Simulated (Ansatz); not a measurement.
# 1T-SnO2 monolayer in a perpendicular field, part 3 of 4

Wanted: the out-of-plane response of the 1T-SnO2 monolayer. A positive field points along +c.

Ansatz 0.2.0; plane-wave DFT, PBE-D3(BJ), Ansatz PAW (the session's first sound run).

So far. Step 7 (Atoms held, field 0.25 V/Å): The dipole is 0.0371 e·Å, and the gap 2.678 eV. Step 8 (Single point, field -0.25 V/Å): The dipole is -0.0371 e·Å, and the gap 2.678 eV.

### 9. Response, atoms held

This step: plane-wave DFT, PBE-D3(BJ), Ansatz PAW; response to a field along the normal, atoms held (Ansatz 0.2.0).

The dipoles give the slope, and the difference of two potentials shows where the field is screened.

Numbers from this step:

```
equivalent conductor thickness p/(ε₀AE) : 2.997 Å
distance between the outer atoms        : 2.031 Å
```

Table of dipole of the cell by applied field:

```tsv
applied field (V/Å)	dipole of the cell (e·Å)
-0.250	-0.0371
-0.030	-0.00445
0.000	-1.7e-6
0.030	0.00445
0.150	0.0223
0.250	0.0371
```

Local field over the applied field, running mean. From the potentials at -0.03 and 0.03 V/Å; running mean over 2.5 Å. Table of local field over applied field by z:

z (Å), local field over applied field and a bar from the least value:
```
      4.5      1.000 ##############################
      5.0      0.999 ##############################
      5.5      0.998 ##############################
      6.0      0.992 ##############################
      6.5      0.973 #############################
      7.0      0.919 ###########################
      7.5      0.811 #######################
      8.0      0.667 ##################
      8.5      0.501 ############
      9.0      0.346 ######
      9.5      0.227 #
     10.0      0.189 
     10.5      0.223 #
     11.0      0.337 #####
     11.5      0.491 ###########
     12.0      0.657 #################
     12.5      0.803 #######################
     13.0      0.914 ###########################
     13.5      0.971 #############################
     14.0      0.991 ##############################
     14.5      0.997 ##############################
     15.0      0.999 ##############################
     15.5      1.000 ##############################
     16.0      1.000 ##############################
```

Electrons, planar mean, per unit field. The induced electron density by z:

```tsv
z (Å)	induced electron density (e/Å³ per V/Å)
4.01	1.2e-7
4.30	2.8e-7
4.60	6.4e-7
5.04	2.3e-6
5.34	5.0e-6
5.64	1.2e-5
5.94	2.5e-5
6.23	5.6e-5
6.68	1.7e-4
6.97	3.5e-4
7.27	6.8e-4
7.57	0.00128
7.86	0.00221
8.16	0.00327
8.61	0.00255
8.90	0.00117
9.20	0.00214
9.50	5.1e-4
9.79	-6.7e-5
10.24	6.7e-5
10.53	-5.1e-4
10.83	-0.00214
11.13	-0.00117
11.43	-0.00255
11.87	-0.00327
12.17	-0.00221
12.46	-0.00128
12.76	-6.8e-4
13.06	-3.5e-4
13.35	-1.7e-4
13.80	-5.6e-5
14.10	-2.5e-5
14.39	-1.2e-5
14.69	-5.0e-6
14.99	-2.3e-6
15.43	-6.4e-7
15.73	-2.8e-7
16.02	-1.2e-7
```

The smaller of the gaps on the path and on the k-mesh, counted as 0 under 0.03 eV. The gap stays at 2.68 eV for applied field from -0.25 to 0.25 V/Å.

By hand: between -0.03 and 0.03 V/Å the dipole changes by 0.008898 e·Å, a slope of 0.1483 e·Å²/V. A perfect conductor of thickness t has p = ε₀AEt, so t = 180.95 × 0.1483 / 8.954 = 3.00 Å (e/ε₀ = 180.95 V·Å, A in Å²).

The induced dipole is that of a conductor 3.00 Å thick.

### 10. Relaxing in the field, field 0.1 V/Å

This step: plane-wave DFT, PBE-D3(BJ), Ansatz PAW (Ansatz 0.2.0).

Now the atoms may follow the field. A weak field makes forces of meV/Å to tens of meV/Å, so the force tolerance is set well below the usual one.

Contents of input.yaml:

```yaml
crystal:
  lattice:
    - [3.2155122495, 0.0, 0.0]
    - [-1.6077561247, 2.7847152942, 0.0]
    - [0.0, 0.0, 20.0311143723]
  atoms:
    - { symbol: O, position: [0.6666666667, 0.3333333333, 0.449301014] }
    - { symbol: Sn, position: [0.0, 0.0, 0.5] }
    - { symbol: O, position: [0.3333333333, 0.6666666667, 0.550698986] }
kpoints:
  mp_grid: { grid: [12, 12, 1] }
hamiltonian:
  xc: pbe
  dispersion: d3bj
scf:
  occupations: { method: fermi_dirac, width: 0.02585 }
  convergence: { dr2_threshold: 1.0e-10 }
efield:
  axis: 3
  dipole_correction: true
  ramp_position: 0.97
  ramp_width: 0.06
  amplitude: 0.1
relax:
  f_tol: 0.001
  max_steps: 60
output:
  write_potential: true
  write_density: true
  volumetric_format: npy
```

On the command line:

```
> ansatz run input.yaml --threads 2 --pin off --max-ram 3072MiB --backend cpu --events-out ev --progress --plain --runs-dir out
```

Numbers of over 12 decimals in the logs are rounded to 6 here.

Log:

```text
[...]
Crystal: 3 atoms, lattice volume = 179.364 Å³
Basis set: ecut = 420 eV, 3571 PW (Γ), exchange–correlation on 48×48×270 points (8 copies of the dense FFT grid, shifted against one another)
Bands: 17, of which v1, the nominal top of the filled ones, is band 13 counted from 1 (12 counted from 0)
Symmetry: 6 space group operations
k-points: 19 of 144 (time reversal used)
[...]
SCF iter   1: F=—  HF=-7161.811738 eV  |F-HF|=—  |Δ(HF+E_count)|=         —  Δρ=7.41e-2  dr2=1.04e1  ethr=3.10e-3  p=0.019 e·Å  D=1.90e-2 V/Å  ΔV_dip=-0.38 eV  dr2_dipole=9.19e-5  V_vac-E_F(+/−)=9.80/8.44 eV  ⟨swp⟩=9.2  Hψ=2205  notcnv=0
[...]
SCF iter  12: F=-7158.872422 eV  HF=-7158.872422 eV  |F-HF|=2.27e-11  |Δ(HF+E_count)|=  7.91e-11  Δρ=1.80e-7  dr2=5.52e-11  ethr=1.00e-12  p=0.015 e·Å  D=1.50e-2 V/Å  ΔV_dip=-0.30 eV  dr2_dipole=7.24e-13  V_vac-E_F(+/−)=7.69/6.25 eV  ⟨swp⟩=9.0  Hψ=2009  notcnv=0
SCF 1 converged in 12 iterations: F = -7158.872422 eV  dr2 = 5.52e-11
[...]
relax step   1: F+E_penalty+E_count = -7158.87242216 eV  Δ(F+E_penalty+E_count) = +0.000e0 eV  max|allowed force component| = 7.363e-2 eV/Å  Δτ_max = 0.0000 Å  (12 SCF iters, accepted)
[...]
SCF iter   8: F=-7158.872526 eV  HF=-7158.872526 eV  |F-HF|=5.46e-12  |Δ(HF+E_count)|=  6.37e-12  Δρ=1.78e-7  dr2=2.95e-11  ethr=1.00e-12  p=0.017 e·Å  D=1.73e-2 V/Å  ΔV_dip=-0.35 eV  dr2_dipole=1.03e-12  V_vac-E_F(+/−)=7.67/6.28 eV  ⟨swp⟩=6.8  Hψ=2162  notcnv=0
SCF 2 converged in 8 iterations: F = -7158.872526 eV  dr2 = 2.95e-11
relax step   2: F+E_penalty+E_count = -7158.87252603 eV  Δ(F+E_penalty+E_count) = -1.039e-4 eV  max|allowed force component| = 7.599e-3 eV/Å  Δτ_max = 0.0021 Å  (8 SCF iters, accepted)
SCF iter   1: F=—  HF=-7158.872546 eV  |F-HF|=—  |Δ(HF+E_count)|=         —  Δρ=1.58e-5  dr2=1.12e-6  ethr=4.27e-8  p=0.017 e·Å  D=1.73e-2 V/Å  ΔV_dip=-0.35 eV  dr2_dipole=2.25e-7  V_vac-E_F(+/−)=7.67/6.28 eV  ⟨swp⟩=2.0  Hψ=762  notcnv=0
[...]
SCF iter   7: F=-7158.872527 eV  HF=-7158.872527 eV  |F-HF|=8.19e-12  |Δ(HF+E_count)|=  1.82e-11  Δρ=6.71e-8  dr2=1.77e-11  ethr=1.00e-12  p=0.017 e·Å  D=1.71e-2 V/Å  ΔV_dip=-0.34 eV  dr2_dipole=3.24e-12  V_vac-E_F(+/−)=7.67/6.28 eV  ⟨swp⟩=7.8  Hψ=1722  notcnv=0
SCF 3 converged in 7 iterations: F = -7158.872527 eV  dr2 = 1.77e-11
relax step   3: F+E_penalty+E_count = -7158.87252714 eV  Δ(F+E_penalty+E_count) = -1.116e-6 eV  max|allowed force component| = 4.125e-6 eV/Å  Δτ_max = 0.0002 Å  (7 SCF iters, accepted)
[...]
the band table was solved once a step of the walk had ended and its energy, with any forces and stress, was formed, with the checks that follow a solve (2268 applications of the Hamiltonian). They found nothing against the state; the energy, forces and stress were not computed again (output.eigenvalues in the input reference)
[...]
SCF converged after 7 iterations
Free energy (F): -7158.872527 eV
[...]
Internal energy: -7158.872527 eV  (E = F + TS)
E sigma→0 (E₀):  -7158.872527 eV
Fermi energy:    -3.511632 eV
Dipole field:    D = 0.017067 V/Å  (p = 0.016918 e·Å, saw-weighted, corrected)
Work function:   not extracted (applied field tilts the vacuum); planar V_es + V_field profile in the machine report
[...]
--- Band table (eV; the first three rows and the last of 19) ---
  k-point 0: bands = [... 9 lower, -6.0337, -5.5850, -5.5850, -5.4505, -2.2098, 0.9110, 2.9339, 3.4970]
  k-point 1: bands = [... 9 lower, -6.2218, -5.8194, -5.4967, -5.2448, -1.8622, 1.1646, 3.0601, 3.6237]
  k-point 2: bands = [... 9 lower, -6.5994, -6.0363, -5.3856, -5.1213, -1.0768, 1.7555, 3.4187, 3.9680]
  k-point 18: bands = [... 9 lower, -8.3774, -7.4298, -5.0417, -5.0344, 1.4235, 5.0295, 5.4228, 5.4335]
--- Relaxed structure (3 steps of the walk, 3 accepted, 0 SCFs on fresh bases) ---
  F+E_penalty+E_count = -7158.87252714 eV   max|allowed force component| = 4.125e-6 eV/Å
  atoms:
    - { symbol: O, position: [0.666667, 0.333333, 0.449243] }
    - { symbol: Sn, position: [0, 0, 0.500094] }
    - { symbol: O, position: [0.333333, 0.666667, 0.550663] }
```

It took 8.9 s on 2 threads of Arm Neoverse V2, shared host; peak memory 0.37 GiB.

Hardly anything moved in the relaxation; the energy changed by under 0.2 meV an atom.

This step gave:

```
gap on the k-mesh       : 2.680 eV
dipole along the normal : 0.01692 e·Å
```

The relaxation took 3 steps and lowered the energy by 1.0e-4 eV; the largest force on the free atoms ends at 4.0e-6 eV/Å.

The dipole is 0.0169 e·Å, and the gap on the mesh 2.680 eV.

### 11. Field on, atoms free, field -0.1 V/Å

The opposite sign, again from the field-free geometry; the difference of the two cancels what relaxes without a field.

Changes to input.yaml since step 10:

```diff
@@ -22,3 +22,3 @@
   ramp_width: 0.06
-  amplitude: 0.1
+  amplitude: -0.1
 relax:
```

Log:

```text
[...]
Crystal: 3 atoms, lattice volume = 179.364 Å³
Basis set: ecut = 420 eV, 3571 PW (Γ), exchange–correlation on 48×48×270 points (8 copies of the dense FFT grid, shifted against one another)
Bands: 17, of which v1, the nominal top of the filled ones, is band 13 counted from 1 (12 counted from 0)
Symmetry: 6 space group operations
k-points: 19 of 144 (time reversal used)
[...]
k-point 18: bands = [... 9 lower, -8.3774, -7.4298, -5.0417, -5.0344, 1.4235, 5.0295, 5.4228, 5.4335]
--- Relaxed structure (3 steps of the walk, 3 accepted, 0 SCFs on fresh bases) ---
  F+E_penalty+E_count = -7158.87252714 eV   max|allowed force component| = 6.521e-6 eV/Å
  atoms:
    - { symbol: O, position: [0.666667, 0.333333, 0.449337] }
    - { symbol: Sn, position: [0, 0, 0.499906] }
    - { symbol: O, position: [0.333333, 0.666667, 0.550757] }
[key lines of the parts left out:]
SCF converged after 6 iterations
Free energy (F): -7158.872527 eV
Fermi energy:    -3.511635 eV
Dipole field:    D = -0.017066 V/Å  (p = -0.016917 e·Å, saw-weighted, corrected)
```

Run time: 8.8 s. Hardware: 2 threads; peak memory 0.37 GiB.

Hardly anything moved in the relaxation; the energy changed by under 0.2 meV an atom.

Numbers from this step:

| Quantity | Value |
| --- | --- |
| dipole along the normal | -0.01692 e·Å |

The relaxation took 3 steps and lowered the energy by 1.0e-4 eV; the largest force on the free atoms ends at 7.0e-6 eV/Å.

The dipole is -0.0169 e·Å, and the gap on the mesh 2.680 eV.

### 12. Response, atoms relaxed

This step: plane-wave DFT, PBE-D3(BJ), Ansatz PAW; response to a field along the normal, atoms relaxed (Ansatz 0.2.0).

The same analysis on the two relaxed runs holds the ionic part too; their mesh is coarser, so small differences from the held value can come from that.

This step gave:

```
equivalent conductor thickness p/(ε₀AE) : 3.419 Å
distance between the outer atoms        : 2.032 Å
```

The dipole of the cell by applied field:

```tsv
applied field (V/Å)	dipole of the cell (e·Å)
-0.1000	-0.0169
0.1000	0.0169
```

Local field over the applied field, running mean. From the potentials at -0.1 and 0.1 V/Å; running mean over 2.5 Å. The local field over applied field by z:

z (Å), local field over applied field and a bar from the least value:
```
      4.5      1.000 ##############################
      5.0      0.999 ##############################
      5.5      0.998 ##############################
      6.0      0.992 ##############################
      6.5      0.973 #############################
      7.0      0.906 ###########################
      7.5      0.808 ########################
      8.0      0.742 ######################
      8.5      0.403 ############
      9.0      0.280 ########
      9.5      0.003 
     10.0      0.019 #
     10.5     -0.002 
     11.0      0.269 ########
     11.5      0.389 ############
     12.0      0.724 ######################
     12.5      0.806 ########################
     13.0      0.897 ###########################
     13.5      0.971 #############################
     14.0      0.991 ##############################
     14.5      0.998 ##############################
     15.0      0.999 ##############################
     15.5      1.000 ##############################
     16.0      1.000 ##############################
```

Electrons, planar mean, per unit field. The induced electron density by z:

```tsv
z (Å)	induced electron density (e/Å³ per V/Å)
5.0	2.2e-6
5.5	6.9e-6
6.0	3.0e-5
6.5	1.1e-4
7.0	3.7e-4
7.5	0.00119
8.0	0.00370
8.5	0.0111
9.0	-0.00387
9.5	-0.0430
10.0	-0.00359
10.5	0.0443
11.0	0.00572
11.5	-0.0114
12.0	-0.00398
12.5	-0.00127
13.0	-4.0e-4
13.5	-1.2e-4
14.0	-3.2e-5
14.5	-8.0e-6
15.0	-2.7e-6
```

The induced dipole is that of a conductor 3.42 Å thick.

### 13. With spin-orbit coupling, k-mesh 12×12×1

This step: plane-wave DFT, PBE, fully relativistic PAW with spin-orbit coupling (Ansatz 0.2.0).

Heavy atoms split their bands by spin-orbit coupling, so this run uses fully relativistic files and two-component states.

input.yaml, the sections that differ from step 11:

```yaml
kpoints:
  mp_grid: { grid: [12, 12, 1] }
  band_path: { path: [[0, 0, 0], [0.12, 0, 0]], npoints: 24 }
hamiltonian:
  xc: pbe
  pseudopotentials: { kind: paw_fr }
magnetization:
  noncollinear: true
  spin_orbit: true
scf:
  occupations: { method: fermi_dirac, width: 0.02585 }
  convergence: { dr2_threshold: 1.0e-09 }
efield:
  axis: 3
  dipole_correction: true
  ramp_position: 0.97
  ramp_width: 0.06
  amplitude: 0
# crystal, output: as in step 11
# relax: removed
```

Log:

```text
[...]
non-collinear run that drives no moment, with spin-orbit: no starting moment large enough to seed its density (crystal.atoms[].spin), no starting occupations that ask for one, no magnetisation constraint and no magnetic field, so the semilocal B_xc is pinned to zero
Crystal: 3 atoms, lattice volume = 179.364 Å³
Basis set: ecut = 420 eV, 3571 PW (Γ)
Bands: 34, of which v1, the nominal top of the filled ones, is band 26 counted from 1 (25 counted from 0)
Symmetry: 6 space group operations + 6 with time reversal
k-points: 19 of 144 (time reversal used)
Projection manifold: j_resolved (fully-relativistic pseudo-atomic orbitals)
[...]
SCF iter   1: F=—  HF=-7163.589833 eV  |F-HF|=—  |Δ(HF+E_count)|=         —  Δρ=7.42e-2  dr2=1.04e1  dr2_m=0.00e0 (ungated)  ethr=3.10e-3  |M|=0.00e0 ∫|m|=0.00e0 μB  |m|>n=0.0e0 m-floor=0.0e0 τ_xc=0.0e0  β_m=0.30  p=0.000 e·Å  D=6.69e-14 V/Å  ΔV_dip=-0.00 eV  dr2_dipole=3.88e-8  V_vac-E_F(+/−)=9.12/9.12 eV  ⟨swp⟩=13.2  Hψ=4759  notcnv=0
[...]
SCF iter  10: F=-7160.652045 eV  HF=-7160.652045 eV  |F-HF|=5.84e-10  |Δ(HF+E_count)|=  2.68e-10  Δρ=7.71e-7  dr2=9.24e-10  dr2_m=0.00e0 (ungated)  ethr=3.85e-12  |M|=0.00e0 ∫|m|=0.00e0 μB  |m|>n=0.0e0 m-floor=0.0e0 τ_xc=0.0e0  p=0.000 e·Å  D=3.51e-6 V/Å  ΔV_dip=-0.00 eV  dr2_dipole=6.80e-11  V_vac-E_F(+/−)=6.97/6.97 eV  ⟨swp⟩=16.7  Hψ=3199  notcnv=0
SCF 1 converged in 10 iterations: F = -7160.652045 eV  dr2 = 9.24e-10
[...]
SCF converged after 10 iterations
Magnetization: |M| = 0.0000 μB,  M = (+0.0000, +0.0000, +0.0000) μB
Absolute magnetization: 0.0000 μB (∫|m|)
  site 0: m = (+0.0000, +0.0000, +0.0000) μB, |m| = 0.0000 μB  (R = 0.87 Å)
  site 1: m = (+0.0000, +0.0000, +0.0000) μB, |m| = 0.0000 μB  (R = 0.87 Å)
  site 2: m = (+0.0000, +0.0000, +0.0000) μB, |m| = 0.0000 μB  (R = 0.87 Å)
Free energy (F): -7160.652045 eV
[...]
Internal energy: -7160.652045 eV  (E = F + TS)
E sigma→0 (E₀):  -7160.652045 eV
Fermi energy:    -3.509104 eV
Dipole field:    D = -0.000008 V/Å  (p = -0.000008 e·Å, saw-weighted, corrected)
Work function:   Φ+ = 6.9689 eV   Φ− = 6.9689 eV
[...]
--- Band table (eV; the first three rows and the last of 19) ---
  k-point 0: bands = [... 22 lower, -5.5766, -5.5766, -5.4508, -5.4508, -2.2051, -2.2051, 0.8862, 0.8862, ... 4 higher]
  k-point 1: bands = [... 22 lower, -5.4955, -5.4955, -5.2445, -5.2445, -1.8579, -1.8579, 1.1401, 1.1401, ... 4 higher]
  k-point 2: bands = [... 22 lower, -5.3848, -5.3848, -5.1211, -5.1211, -1.0727, -1.0727, 1.7309, 1.7309, ... 4 higher]
  k-point 18: bands = [... 22 lower, -5.0428, -5.0428, -5.0321, -5.0321, 1.4296, 1.4296, 4.9066, 4.9066, ... 4 higher]
```

Wall time 62 s (2 threads); peak memory 0.75 GiB.

This step gave:

* gap on the k-mesh: 2.685 eV
* dipole along the normal: -8.13e-6 e·Å
* gap along the path: 2.975 eV
* smallest direct gap along the path: 3.228 eV
* electron affinity, upper face: 5.665 eV
* gap, the smaller of path and mesh: 2.685 eV

The electronic bands at the labelled points (eV, zero at the Fermi level of the run, which the smearing sets inside the gap):

```tsv
point	band 23	band 24	band 25	band 26	band 27	band 28	band 29	band 30
Γ	-2.07	-2.07	-1.94	-1.94	1.30	1.30	4.40	4.40
halfway	-2.02	-2.02	-1.79	-1.79	1.49	1.49	4.53	4.53
end	-1.93	-1.93	-1.67	-1.67	1.97	1.97	4.89	4.89
```

The gap is 2.68 eV, with the valence edge 8.35 eV and the conduction edge 5.66 eV under the upper vacuum level.

### 14. With spin-orbit coupling, k-mesh 12×12×1, field 0.3 V/Å

The same in a field along the normal.

Changes to input.yaml since step 13:

```diff
@@ -26,3 +26,3 @@
   ramp_width: 0.06
-  amplitude: 0
+  amplitude: 0.3
 output:
```

Log:

```text
[...]
Crystal: 3 atoms, lattice volume = 179.364 Å³
Basis set: ecut = 420 eV, 3571 PW (Γ)
Bands: 34, of which v1, the nominal top of the filled ones, is band 26 counted from 1 (25 counted from 0)
Symmetry: 6 space group operations + 6 with time reversal
k-points: 19 of 144 (time reversal used)
[...]
k-point 1: bands = [... 22 lower, -5.4958, -5.4954, -5.2474, -5.2471, -1.8627, -1.8614, 1.1302, 1.1314, ... 4 higher]
  k-point 2: bands = [... 22 lower, -5.3862, -5.3857, -5.1238, -5.1223, -1.0780, -1.0762, 1.7118, 1.7176, ... 4 higher]
  k-point 18: bands = [... 22 lower, -5.0741, -5.0633, -5.0157, -5.0052, 1.4267, 1.4268, 4.8997, 4.8999, ... 4 higher]
[key lines of the parts left out:]
SCF converged after 10 iterations
Magnetization: |M| = 0.0000 μB,  M = (+0.0000, +0.0000, +0.0000) μB
Free energy (F): -7160.658720 eV
Fermi energy:    -3.511131 eV
Dipole field:    D = 0.044901 V/Å  (p = 0.044507 e·Å, saw-weighted, corrected)
```

Elapsed: 63 s, on 2 threads; peak memory 0.76 GiB; 66 s of CPU time.

This step gave:

| Quantity | Value |
| --- | --- |
| gap on the k-mesh | 2.680 eV |
| dipole along the normal | 0.04451 e·Å |
| gap along the path | 2.973 eV |
| smallest direct gap along the path | 3.227 eV |
| gap, the smaller of path and mesh | 2.680 eV |

The dipole is 0.0445 e·Å, and the gap 2.680 eV.

[end of part 3 of 4]

[Logs are printed without paths, hosts, clocks, repeated set-up lines and the standing remarks that a program may print on its own settings, such as how far it seeks lower states.]

[Hosts, paths, dates, database ids (printed as entryN), source tags and the programs' standing remarks are cut or masked in the printed files.]

[Maps of the electrostatic potential energy from Ansatz leave out the sawtooth potential of an applied field or a dipole correction, so their vacuum need not be flat; planar profiles and work functions include it.]
